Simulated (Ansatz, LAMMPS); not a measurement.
# Which site? a vacancy of Ge in amorphous Ge (61 atoms), part 3 of 3

At which site of amorphous Ge (61 atoms) does a vacancy of Ge cost least, and what about the site decides it?

Ansatz 0.2.0; Kohn-Sham DFT, r2SCAN, PAW (set soft_1), plane waves.

The cell: 61 Ge. The quench rate of 5 K/ps is orders of magnitude faster than experiment. The network of bonds at the start is that of the classical potential that made the cell. The Brillouin zone is sampled at Γ only, in a cell whose shortest periodic width is 11 Å.

So far. Step 3 (Relaxation): The relaxation converged after 8 steps, 1.70 eV below its start, with a largest force component of 0.040 eV/Å. Step 5 (Vacancy of Ge, site Ge55): The relaxation converged after 22 steps, 1.86 eV below its start, with a largest force component of 0.034 eV/Å.

### 6. Vacancy of Ge, site Ge6

The site has 5 bonded neighbours (Ge5) at 2.61 Å on average. 

Contents of input.yaml:

```yaml
crystal:
  lattice:
    - [11.0988, 0.0, 0.0]
    - [0.0, 11.0988, 0.0]
    - [0.0, 0.0, 11.0988]
  atoms:
    [... atom lines 1 to 2 left out ...]
    - { symbol: Ge, position: [0.52446, 0.40497, 0.97169] }
    - { symbol: Ge, position: [0.34564, 0.18898, 0.71811] }
    - { symbol: Ge, position: [0.45203, 0.1202, 0.14213] }
    - { symbol: Ge, position: [0.5592, 0.79393, 0.26453] }
    - { symbol: Ge, position: [0.8388, 0.68611, 0.46602] }
    - { symbol: Ge, position: [0.64349, 0.27298, 0.33152] }
    - { symbol: Ge, position: [0.53629, 0.66502, 0.68598] }
    [... atom lines 10 to 60 left out ...]
kpoints:
  mp_grid: { grid: [1, 1, 1] }
hamiltonian:
  xc: r2scan
  pseudopotentials: { kind: paw, azcp: { folder: soft_1 } }
scf:
  occupations: { method: gaussian, width: 0.025 }
output:
  forces: true
  eigenvalues: true
relax:
  f_tol: 0.05
  max_steps: 90
```

Launch:

```sh
ansatz run input.yaml --threads 8 --pin off --max-ram 15872MiB --backend cpu --events-out ev --progress --plain --runs-dir out
```

Numbers of over 12 decimals in the logs are rounded to 6 here.

The log of the run:

```text
[...]
Crystal: 60 atoms, lattice volume = 1367.187 Å³
Basis set: ecut = 500 eV, 34697 PW (Γ), exchange–correlation on 324×324×324 points (64 copies of the dense FFT grid, shifted against one another)
Bands: 504, of which v1, the nominal top of the filled ones, is band 420 counted from 1 (419 counted from 0)
Symmetry: 1 space group operations
[...]
k-points: 1
[...]
SCF iter   1: F=—  HF=-258154.829652 eV  |F-HF|=—  |Δ(HF+E_count)|=         —  Δρ=3.53e-2  dr2=1.69e1  dr2_τ=1.51e-1  ethr=2.01e-3  ⟨swp⟩=1.0  Hψ=2394  notcnv=0
[...]
SCF iter  11: F=—  HF=-258156.038663 eV  |F-HF|=—  |Δ(HF+E_count)|=   3.08e-5  Δρ=6.21e-5  dr2=1.65e-4  dr2_τ=2.95e-7  ethr=5.27e-8  ⟨swp⟩=2.0  Hψ=511  notcnv=0  defer=76
SCF iter  12: F=-258156.038596 eV  HF=-258156.038642 eV  |F-HF|=4.61e-5  |Δ(HF+E_count)|=   2.04e-5  Δρ=3.68e-5  dr2=6.10e-5  dr2_τ=8.33e-8  ethr=7.44e-9  ⟨swp⟩=8.0  Hψ=2277  notcnv=0
SCF 1 converged in 12 iterations: F = -258156.038596 eV  dr2 = 6.10e-5
[...]
relax step   1: F+E_penalty+E_count = -258156.03859624 eV  Δ(F+E_penalty+E_count) = +0.000e0 eV  max|allowed force component| = 8.008e-1 eV/Å  Δτ_max = 0.0000 Å  (12 SCF iters, dr2 threshold 6.25e-5 eV, accepted)
[...]
relax step   2: F+E_penalty+E_count = -258156.71036661 eV  Δ(F+E_penalty+E_count) = -6.718e-1 eV  max|allowed force component| = 6.183e-1 eV/Å  Δτ_max = 0.1949 Å  (10 SCF iters, dr2 threshold 4.01e-5 eV, accepted)
[...]
relax step   3: F+E_penalty+E_count = -258157.29822758 eV  Δ(F+E_penalty+E_count) = -5.879e-1 eV  max|allowed force component| = 4.865e-1 eV/Å  Δτ_max = 0.1950 Å  (9 SCF iters, dr2 threshold 2.39e-5 eV, accepted)
relax step   4: F+E_penalty+E_count = -258157.60228456 eV  Δ(F+E_penalty+E_count) = -3.041e-1 eV  max|allowed force component| = 3.016e-1 eV/Å  Δτ_max = 0.1922 Å  (7 SCF iters, dr2 threshold 1.00e-4 eV, accepted)
relax step   5: F+E_penalty+E_count = -258157.72680028 eV  Δ(F+E_penalty+E_count) = -1.245e-1 eV  max|allowed force component| = 2.245e-1 eV/Å  Δτ_max = 0.1370 Å  (7 SCF iters, dr2 threshold 3.50e-5 eV, accepted)
relax step   6: F+E_penalty+E_count = -258157.76190949 eV  Δ(F+E_penalty+E_count) = -3.511e-2 eV  max|allowed force component| = 9.870e-2 eV/Å  Δτ_max = 0.0702 Å  (7 SCF iters, dr2 threshold 1.94e-5 eV, accepted)
relax step   7: F+E_penalty+E_count = -258157.77522169 eV  Δ(F+E_penalty+E_count) = -1.331e-2 eV  max|allowed force component| = 1.013e-1 eV/Å  Δτ_max = 0.0538 Å  (10 SCF iters, accepted)
relax step   8: F+E_penalty+E_count = -258157.79184742 eV  Δ(F+E_penalty+E_count) = -1.663e-2 eV  max|allowed force component| = 1.333e-1 eV/Å  Δτ_max = 0.0936 Å  (10 SCF iters, accepted)
relax step   9: F+E_penalty+E_count = -258157.82449472 eV  Δ(F+E_penalty+E_count) = -3.265e-2 eV  max|allowed force component| = 1.608e-1 eV/Å  Δτ_max = 0.1939 Å  (8 SCF iters, dr2 threshold 1.78e-5 eV, accepted)
relax step  10: F+E_penalty+E_count = -258157.83531094 eV  Δ(F+E_penalty+E_count) = -1.082e-2 eV  max|allowed force component| = 2.475e-1 eV/Å  Δτ_max = 0.1931 Å  (7 SCF iters, dr2 threshold 2.58e-5 eV, accepted)
relax step  11: F+E_penalty+E_count = -258157.85701176 eV  Δ(F+E_penalty+E_count) = -2.170e-2 eV  max|allowed force component| = 1.591e-1 eV/Å  Δτ_max = 0.0529 Å  (6 SCF iters, dr2 threshold 6.13e-5 eV, accepted)
relax step  12: F+E_penalty+E_count = -258157.86533535 eV  Δ(F+E_penalty+E_count) = -8.324e-3 eV  max|allowed force component| = 3.817e-2 eV/Å  Δτ_max = 0.0484 Å  (6 SCF iters, dr2 threshold 1.05e-5 eV, accepted)
[...]
relax step  13: F+E_penalty+E_count = -258157.86533840 eV  Δ(F+E_penalty+E_count) = -3.055e-6 eV  max|allowed force component| = 3.832e-2 eV/Å  Δτ_max = 0.0000 Å  (5 SCF iters, accepted)
[...]
SCF iter   2: F=-258157.865338 eV  HF=-258157.865338 eV  |F-HF|=1.54e-9  |Δ(HF+E_count)|=   1.66e-9  Δρ=4.21e-7  dr2=1.85e-9  dr2_τ=1.27e-11  ethr=1.00e-12  ⟨swp⟩=2.0  Hψ=928  notcnv=0
SCF 14 converged in 2 iterations: F = -258157.865338 eV  dr2 = 1.85e-9
SCF converged after 2 iterations
Free energy (F): -258157.865338 eV
[...]
Internal energy: -258157.865338 eV  (E = F + TS)
E sigma→0 (E₀):  -258157.865338 eV
Fermi energy:    8.080129 eV
[...]
Σ components = -258157.865338   (vs F -258157.865338, Δ=0.00e0)
--- Forces (eV/Å), atoms counted from 1 ---
  atom   1  Ge    -0.00217780     0.02316226     0.00231272
  atom   2  Ge    -0.00105705     0.00614115     0.00048628
  atom   3  Ge     0.00241326     0.00038938    -0.00417823
  atom   4  Ge    -0.01089999    -0.03265338     0.03148698
[...]
atom  60  Ge    -0.00456389    -0.00099496    -0.00254880
  max |Σ_I F_I| component: 1.78e-5 eV/Å
--- Band table (eV) ---
[...]
--- Relaxed structure (13 steps of the walk, 13 accepted, 0 SCFs on fresh bases) ---
  F+E_penalty+E_count = -258157.86533840 eV   max|allowed force component| = 3.832e-2 eV/Å
  atoms:
    - { symbol: Ge, position: [0.00981826, 0.795541, 0.195054] }
    - { symbol: Ge, position: [0.426486, 0.849940, 0.605203] }
    - { symbol: Ge, position: [0.532886, 0.400653, 0.966074] }
    - { symbol: Ge, position: [0.354593, 0.188341, 0.702516] }
[...]
- { symbol: Ge, position: [0.770413, 0.906476, 0.714271] }
```

Run time: 4.2 min. Hardware: 8 threads of AMD EPYC 7B13 (Zen 3), shared host; peak memory 4.1 GiB.

The relaxation converged after 13 steps, 1.83 eV below its start, with a largest force component of 0.038 eV/Å.

### 7. Vacancy of Ge, site Ge19

The site has 4 bonded neighbours (Ge4) at 2.52 Å on average. 

Input and log are left out; they have the form of those shown for this kind of step.

Elapsed: 3 min, on 8 threads of AMD EPYC 7B13 (Zen 3), shared host; peak memory 4 GiB; 22 min of CPU time.

The relaxation converged after 9 steps, 1.55 eV below its start, with a largest force component of 0.023 eV/Å.

### 8. Vacancy of Ge, site Ge25

The site has 4 bonded neighbours (Ge4) at 2.48 Å on average. 

Input and log are left out; they have the form of those shown for this kind of step.

The job ended after 2.6 min (8 threads of AMD EPYC 7B13 (Zen 3), shared host; peak memory 4 GiB; 20 min of CPU time).

The relaxation converged after 8 steps, 1.06 eV below its start, with a largest force component of 0.032 eV/Å.

### 9. Vacancy of Ge, site Ge12

The site has 4 bonded neighbours (Ge4) at 2.48 Å on average. 

Input and log are left out; they have the form of those shown for this kind of step.

The job ended after 4.8 min (8 threads of AMD EPYC 7B13 (Zen 3), shared host; peak memory 4.1 GiB; 36 min of CPU time).

The relaxation converged after 15 steps, 1.45 eV below its start, with a largest force component of 0.036 eV/Å.

### 10. Vacancy of Ge, site Ge49

The site has 4 bonded neighbours (Ge4) at 2.49 Å on average. 

input.yaml, the sections that differ from step 6:

```yaml
crystal:
  lattice:
    - [11.0988, 0.0, 0.0]
    - [0.0, 11.0988, 0.0]
    - [0.0, 0.0, 11.0988]
  atoms:
    [... atom lines 1 to 45 left out ...]
    - { symbol: Ge, position: [0.12042, 0.15722, 0.41599] }
    - { symbol: Ge, position: [0.01424, 0.29437, 0.6978] }
    - { symbol: Ge, position: [0.73772, 0.67404, 0.99012] }
    - { symbol: Ge, position: [0.63414, 0.04892, 0.02547] }
    - { symbol: Ge, position: [0.19392, 0.52711, 0.89686] }
    - { symbol: Ge, position: [0.28462, 0.97531, 0.14648] }
    - { symbol: Ge, position: [0.31487, 0.22671, 0.49297] }
    [... atom lines 53 to 60 left out ...]
# kpoints, hamiltonian, scf, output, relax: as in step 6
```

The log of the run:

```text
[...]
Crystal: 60 atoms, lattice volume = 1367.187 Å³
Basis set: ecut = 500 eV, 34697 PW (Γ), exchange–correlation on 324×324×324 points (64 copies of the dense FFT grid, shifted against one another)
Bands: 504, of which v1, the nominal top of the filled ones, is band 420 counted from 1 (419 counted from 0)
Symmetry: 1 space group operations
[...]
k-points: 1
[...]
SCF iter   1: F=—  HF=-258155.532071 eV  |F-HF|=—  |Δ(HF+E_count)|=         —  Δρ=3.54e-2  dr2=1.74e1  dr2_τ=1.50e-1  ethr=2.07e-3  ⟨swp⟩=1.0  Hψ=2388  notcnv=0
[...]
SCF iter  10: F=—  HF=-258156.692762 eV  |F-HF|=—  |Δ(HF+E_count)|=   4.21e-5  Δρ=5.19e-5  dr2=1.32e-4  dr2_τ=2.50e-7  ethr=7.09e-8  ⟨swp⟩=2.0  Hψ=518  notcnv=0  defer=78
SCF iter  11: F=-258156.692720 eV  HF=-258156.692751 eV  |F-HF|=3.07e-5  |Δ(HF+E_count)|=   1.09e-5  Δρ=3.02e-5  dr2=4.19e-5  dr2_τ=8.32e-8  ethr=7.44e-9  ⟨swp⟩=8.0  Hψ=2434  notcnv=0
SCF 1 converged in 11 iterations: F = -258156.692720 eV  dr2 = 4.19e-5
[...]
relax step   1: F+E_penalty+E_count = -258156.69272032 eV  Δ(F+E_penalty+E_count) = +0.000e0 eV  max|allowed force component| = 8.844e-1 eV/Å  Δτ_max = 0.0000 Å  (11 SCF iters, dr2 threshold 6.25e-5 eV, accepted)
[...]
relax step   2: F+E_penalty+E_count = -258157.32273772 eV  Δ(F+E_penalty+E_count) = -6.300e-1 eV  max|allowed force component| = 5.047e-1 eV/Å  Δτ_max = 0.1993 Å  (8 SCF iters, dr2 threshold 4.89e-5 eV, accepted)
[...]
relax step   3: F+E_penalty+E_count = -258157.66002468 eV  Δ(F+E_penalty+E_count) = -3.373e-1 eV  max|allowed force component| = 3.533e-1 eV/Å  Δτ_max = 0.1955 Å  (8 SCF iters, dr2 threshold 1.59e-5 eV, accepted)
relax step   4: F+E_penalty+E_count = -258157.86973632 eV  Δ(F+E_penalty+E_count) = -2.097e-1 eV  max|allowed force component| = 2.925e-1 eV/Å  Δτ_max = 0.1949 Å  (7 SCF iters, dr2 threshold 4.06e-5 eV, accepted)
relax step   5: F+E_penalty+E_count = -258157.98263019 eV  Δ(F+E_penalty+E_count) = -1.129e-1 eV  max|allowed force component| = 3.024e-1 eV/Å  Δτ_max = 0.1948 Å  (7 SCF iters, dr2 threshold 4.19e-5 eV, accepted)
relax step   6: F+E_penalty+E_count = -258158.06212024 eV  Δ(F+E_penalty+E_count) = -7.949e-2 eV  max|allowed force component| = 2.098e-1 eV/Å  Δτ_max = 0.1214 Å  (6 SCF iters, dr2 threshold 6.27e-5 eV, accepted)
relax step   7: F+E_penalty+E_count = -258158.09511415 eV  Δ(F+E_penalty+E_count) = -3.299e-2 eV  max|allowed force component| = 1.321e-1 eV/Å  Δτ_max = 0.1064 Å  (7 SCF iters, dr2 threshold 2.12e-5 eV, accepted)
relax step   8: F+E_penalty+E_count = -258158.11929419 eV  Δ(F+E_penalty+E_count) = -2.418e-2 eV  max|allowed force component| = 1.817e-1 eV/Å  Δτ_max = 0.0732 Å  (7 SCF iters, dr2 threshold 6.91e-6 eV, accepted)
relax step   9: F+E_penalty+E_count = -258158.16133112 eV  Δ(F+E_penalty+E_count) = -4.204e-2 eV  max|allowed force component| = 2.289e-1 eV/Å  Δτ_max = 0.1947 Å  (8 SCF iters, dr2 threshold 1.31e-5 eV, accepted)
relax step  10: F+E_penalty+E_count = -258158.22305730 eV  Δ(F+E_penalty+E_count) = -6.173e-2 eV  max|allowed force component| = 2.617e-1 eV/Å  Δτ_max = 0.1933 Å  (6 SCF iters, dr2 threshold 5.24e-5 eV, accepted)
relax step  11: F+E_penalty+E_count = -258158.28761765 eV  Δ(F+E_penalty+E_count) = -6.456e-2 eV  max|allowed force component| = 2.090e-1 eV/Å  Δτ_max = 0.1905 Å  (6 SCF iters, dr2 threshold 6.85e-5 eV, accepted)
relax step  12: F+E_penalty+E_count = -258158.34790789 eV  Δ(F+E_penalty+E_count) = -6.029e-2 eV  max|allowed force component| = 1.721e-1 eV/Å  Δτ_max = 0.2000 Å  (7 SCF iters, dr2 threshold 2.79e-5 eV, accepted)
relax step  13: F+E_penalty+E_count = -258158.36147598 eV  Δ(F+E_penalty+E_count) = -1.357e-2 eV  max|allowed force component| = 4.844e-1 eV/Å  Δτ_max = 0.1921 Å  (7 SCF iters, dr2 threshold 1.89e-5 eV, accepted)
relax step  14: F+E_penalty+E_count = -258158.39820535 eV  Δ(F+E_penalty+E_count) = -3.673e-2 eV  max|allowed force component| = 7.576e-2 eV/Å  Δτ_max = 0.0669 Å  (6 SCF iters, dr2 threshold 1.00e-4 eV, accepted)
[...]
relax step  15: F+E_penalty+E_count = -258158.40338080 eV  Δ(F+E_penalty+E_count) = -5.175e-3 eV  max|allowed force component| = 3.912e-2 eV/Å  Δτ_max = 0.0297 Å  (8 SCF iters, accepted)
[...]
SCF iter   2: F=-258158.403381 eV  HF=-258158.403381 eV  |F-HF|=1.52e-8  |Δ(HF+E_count)|=   2.63e-8  Δρ=1.11e-6  dr2=1.87e-8  dr2_τ=1.34e-10  ethr=5.79e-12  ⟨swp⟩=3.0  Hψ=1048  notcnv=0
SCF 16 converged in 2 iterations: F = -258158.403381 eV  dr2 = 1.87e-8
SCF converged after 2 iterations
Free energy (F): -258158.403381 eV
[...]
Internal energy: -258158.403381 eV  (E = F + TS)
E sigma→0 (E₀):  -258158.403381 eV
Fermi energy:    8.079028 eV
[...]
Σ components = -258158.403381   (vs F -258158.403381, Δ=0.00e0)
--- Forces (eV/Å), atoms counted from 1 ---
  atom   1  Ge    -0.01576848    -0.01176569     0.00448544
  atom   2  Ge     0.00116538    -0.00943863    -0.00369917
  atom   3  Ge     0.03381433    -0.00066693     0.00718837
  atom   4  Ge    -0.01274121     0.00969212     0.00374058
[...]
atom  60  Ge     0.00043214     0.00159878     0.01136214
  max |Σ_I F_I| component: 2.16e-5 eV/Å
--- Band table (eV) ---
[...]
--- Relaxed structure (15 steps of the walk, 15 accepted, 0 SCFs on fresh bases) ---
  F+E_penalty+E_count = -258158.40338080 eV   max|allowed force component| = 3.912e-2 eV/Å
  atoms:
    - { symbol: Ge, position: [0.049576, 0.759657, 0.145903] }
    - { symbol: Ge, position: [0.424611, 0.843895, 0.597059] }
    - { symbol: Ge, position: [0.515213, 0.411277, 0.962714] }
    - { symbol: Ge, position: [0.354361, 0.196517, 0.702088] }
[...]
- { symbol: Ge, position: [0.762101, 0.907719, 0.736327] }
```

It took 4.5 min on 8 threads; peak memory 4.1 GiB.

The relaxation converged after 15 steps, 1.71 eV below its start, with a largest force component of 0.039 eV/Å.

### 11. The sites compared

All these cells hold the same atoms, so their energies can be compared with no chemical potential.

```
site  neighbours  mean distance (Å)  atoms within 6 Å  energy over the best site (eV)  before relaxation (eV)  gain on relaxing (eV)
Ge55         Ge4               2.52                39                            0.00                    0.00                   1.86
Ge49         Ge4               2.49                39                            1.29                    1.14                   1.71
Ge19         Ge4               2.52                41                            1.69                    1.37                   1.55
 Ge6         Ge5               2.61                40                            1.83                    1.79                   1.83
Ge12         Ge4               2.48                39                            1.94                    1.52                   1.45
Ge25         Ge4               2.48                40                            2.43                    1.62                   1.06
```

Neighbours are those of the relaxed host within 2.93 Å (Ge-Ge); other pairs aren't counted.

### 12. Findings

The cheapest site is Ge55 (4 neighbours, Ge4); the dearest, Ge25 (4 neighbours, Ge4), costs 2.4 eV more. By coordination the energies over the best site are 0.00 to 2.43 eV with 4 neighbours and 1.83 eV with 5 neighbours. Relaxation gains 1.1 to 1.9 eV and leaves the best site the same.

**Limits.** Defects are neutral and interact with their images. The defect cells ran without spin polarisation, so cut bonds can't carry moments. In a disordered cell the relaxation can also rearrange atoms far from the site. Only 6 of the 61 Ge sites were tried, so a cheaper one may exist. The stress is far from hydrostatic: its diagonal is 4.4, 2.6, 0.6 GPa, compression counted positive. The pressure of 2.5 GPa says that the cell would expand at this level of theory.

The DFT runs together took 29 min of wall time.

[Logs are printed without paths, hosts, clocks, repeated set-up lines and the standing remarks that a program may print on its own settings, such as how far it seeks lower states.]

[Hosts, paths, dates, database ids (printed as entryN), source tags and the programs' standing remarks are cut or masked in the printed files.]
